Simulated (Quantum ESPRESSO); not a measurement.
# Co(0001), stepped through the number of layers, part 2 of 10

What law, if any, do the results for Co(0001) follow against the number of layers?

Quantum ESPRESSO 7.5; plane-wave DFT, PBE, GBRV ultrasoft pseudopotentials.

So far. Step 2 (Variable-cell relaxation of the reference):  The last row is no step: it is a fresh SCF in the final cell with a new plane-wave basis, +2 meV from the row before. The relaxed cell has a = 2.491, c = 4.032 Å (conventional setting).

## (3) SCF with pw.x of the reference

A bulk run at that cell gives the reference energy and levels.

Contents of ref.bulk.in:

```
&control
  prefix = 'ref.bulk'
  outdir = './out'
  pseudo_dir = './pseudo'
  calculation = 'scf'
  tprnfor = .true.
/
&system
  ibrav = 0
  nat = 2
  ntyp = 1
  ecutwfc = 40
  ecutrho = 200
  occupations = 'smearing'
  smearing = 'mv'
  degauss = 0.02
  nspin = 2
  starting_magnetization(1) = 0.28
/
&electrons
  conv_thr = 1e-09
  mixing_beta = 0.4
  electron_maxstep = 120
/
ATOMIC_SPECIES
  Co  58.9332  co_pbe_v1.2.uspp.F.UPF
CELL_PARAMETERS angstrom
  2.49074828400000 0.00000000000000 0.00000000000000
  -1.24537414200000 2.15705128800000 0.00000000000000
  0.00000000000000 0.00000000000000 4.03227393700000
ATOMIC_POSITIONS crystal
  Co  0.333333333300 0.666666666700 0.250000000000
  Co  0.666666666700 0.333333333300 0.750000000000
K_POINTS automatic
  19 19 10 0 0 0
```

Started as:

```
$ OMP_NUM_THREADS=1 mpirun -n 4 pw.x -nk 4 -in ref.bulk.in > ref.bulk.out
```

The program printed:

```text
[banner, memory and clock lines left out]
Program PWSCF v.7.5 starts
[citation notice left out]

[...]
Message from routine setup:
[...]
bravais-lattice index     =            0
     lattice parameter (alat)  =       4.7068  a.u.
     unit-cell volume          =     146.1965 (a.u.)^3
     number of atoms/cell      =            2
     number of atomic types    =            1
     number of electrons       =        34.00
     number of Kohn-Sham states=           21
     kinetic-energy cutoff     =      40.0000  Ry
     charge density cutoff     =     200.0000  Ry
     scf convergence threshold =      1.0E-09
     mixing beta               =       0.4000
     number of iterations used =            8  plain     mixing
     Exchange-correlation= SLA  PW   PBE  PBE
                           (   1   4   3   4   0   0   0)

[...]
PseudoPot. # 1 for Co read from file:
     ./pseudo/co_pbe_v1.2.uspp.F.UPF
     Pseudo is Ultrasoft + core correction, Zval = 17.0
     Generated by new atomic code, or converted to UPF format
     Using radial grid of  863 points,  6 beta functions with:
                l(1) =   0
                l(2) =   0
                l(3) =   1
                l(4) =   1
                l(5) =   2
                l(6) =   2
     Q(r) pseudized with  8 coefficients,  rinner =    1.200   1.200   1.200
                                                       1.200   1.200

     atomic species   valence    mass     pseudopotential
     Co               17.00    58.93320     Co( 1.00)

     Starting magnetic structure
     atomic species   magnetization
     Co              0.280

     24 Sym. Ops., with inversion, found (12 have fractional translation)

[...]
number of k points=   240  Marzari-Vanderbilt smearing, width (Ry)=  0.0200

     Number of k-points >= 100: set verbosity='high' to print them.

     Dense  grid:     6983 G-vectors     FFT dimensions: (  24,  24,  36)

     Smooth grid:     5023 G-vectors     FFT dimensions: (  20,  20,  32)

     Check: negative core charge=   -0.000062
     Generating pointlists ...
     new r_m :   0.4101 (alat units)  1.9304 (a.u.) for type    1

     Initial potential from superposition of free atoms

     starting charge      32.0000, renormalised to      34.0000
     Starting wfcs are   26 randomized atomic wfcs

     per-process dynamical memory:    37.2 Mb

     Self-consistent Calculation

     iteration #  1     ecut=    40.00 Ry     beta= 0.40
     Davidson diagonalization with overlap
     ethr =  1.00E-02,  avg # of iterations =  2.4

     total energy              =    -592.80890599 Ry
     estimated scf accuracy    <      13.56280793 Ry

     total magnetization       =     4.18 Bohr mag/cell
     absolute magnetization    =     4.34 Bohr mag/cell

     iteration #  2     ecut=    40.00 Ry     beta= 0.40
[...]
total energy              =    -596.19552584 Ry
     estimated scf accuracy    <       4.08848891 Ry

     total magnetization       =     3.12 Bohr mag/cell
     absolute magnetization    =     3.47 Bohr mag/cell

     iteration #  3     ecut=    40.00 Ry     beta= 0.40
[...]
total energy              =    -596.95242114 Ry
     estimated scf accuracy    <       0.10227983 Ry

     total magnetization       =     3.94 Bohr mag/cell
     absolute magnetization    =     4.31 Bohr mag/cell

     iteration #  4     ecut=    40.00 Ry     beta= 0.40
[...]
total energy              =    -596.97450688 Ry
     estimated scf accuracy    <       0.02720393 Ry

     total magnetization       =     3.50 Bohr mag/cell
     absolute magnetization    =     3.94 Bohr mag/cell

     iteration #  5     ecut=    40.00 Ry     beta= 0.40
[...]
total energy              =    -596.97604186 Ry
     estimated scf accuracy    <       0.00873498 Ry

     total magnetization       =     3.41 Bohr mag/cell
     absolute magnetization    =     3.84 Bohr mag/cell

     iteration #  6     ecut=    40.00 Ry     beta= 0.40
[...]
total energy              =    -596.97754208 Ry
     estimated scf accuracy    <       0.00045286 Ry

     total magnetization       =     3.32 Bohr mag/cell
     absolute magnetization    =     3.72 Bohr mag/cell

[...]
iteration # 10     ecut=    40.00 Ry     beta= 0.40
[...]
total energy              =    -596.97768830 Ry
     estimated scf accuracy    <       0.00000010 Ry

     total magnetization       =     3.29 Bohr mag/cell
     absolute magnetization    =     3.66 Bohr mag/cell

     iteration # 11     ecut=    40.00 Ry     beta= 0.40
[...]
total energy              =    -596.97768833 Ry
     estimated scf accuracy    <       0.00000001 Ry

     total magnetization       =     3.29 Bohr mag/cell
     absolute magnetization    =     3.66 Bohr mag/cell

     iteration # 12     ecut=    40.00 Ry     beta= 0.40
[...]
total energy              =    -596.97768834 Ry
     estimated scf accuracy    <          5.7E-09 Ry

     total magnetization       =     3.29 Bohr mag/cell
     absolute magnetization    =     3.66 Bohr mag/cell

     iteration # 13     ecut=    40.00 Ry     beta= 0.40
[...]
Magnetic moment per site  (integrated on atomic sphere of radius R)
     atom   1 (R=0.410)  charge= 15.5879  magn=  1.7295
     atom   2 (R=0.410)  charge= 15.5879  magn=  1.7295

[...]
End of self-consistent calculation

     Number of k-points >= 100: set verbosity='high' to print the bands.

     the Fermi energy is    18.5221 ev

!    total energy              =    -596.97768834 Ry
     estimated scf accuracy    <          3.7E-10 Ry
     smearing contrib. (-TS)   =       0.00107245 Ry
     internal energy E=F+TS    =    -596.97876079 Ry

     The total energy is F=E-TS. E is the sum of the following terms:
     one-electron contribution =    -308.79652607 Ry
     hartree contribution      =     176.43427204 Ry
     xc contribution           =     -65.36948675 Ry
     ewald contribution        =    -399.24702001 Ry

     total magnetization       =     3.29 Bohr mag/cell
     absolute magnetization    =     3.66 Bohr mag/cell

     convergence has been achieved in  13 iterations

     Forces acting on atoms (cartesian axes, Ry/au):

     atom    1 type  1   force =     0.00000000    0.00000000    0.00000000
     atom    2 type  1   force =     0.00000000   -0.00000000    0.00000000

     Total force =     0.000000     Total SCF correction =     0.000000

[...]
```

The job ended after 37 s (4 MPI ranks of Arm Neoverse N1, shared host; peak memory 0.3 GiB; 2.4 min of CPU time).

This step gave:

* free energy: -8122.2952 eV
* site moments: 1.730, 1.730 μB

[end of part 2 of 10]

[Logs are printed without paths, hosts, clocks, repeated set-up lines and the standing remarks that a program may print on its own settings, such as how far it seeks lower states.]

[Hosts, paths, dates, database ids (printed as entryN), source tags and the programs' standing remarks are cut or masked in the printed files.]

[Maps of the electrostatic potential energy from Ansatz leave out the sawtooth potential of an applied field or a dipole correction, so their vacuum need not be flat; planar profiles and work functions include it.]
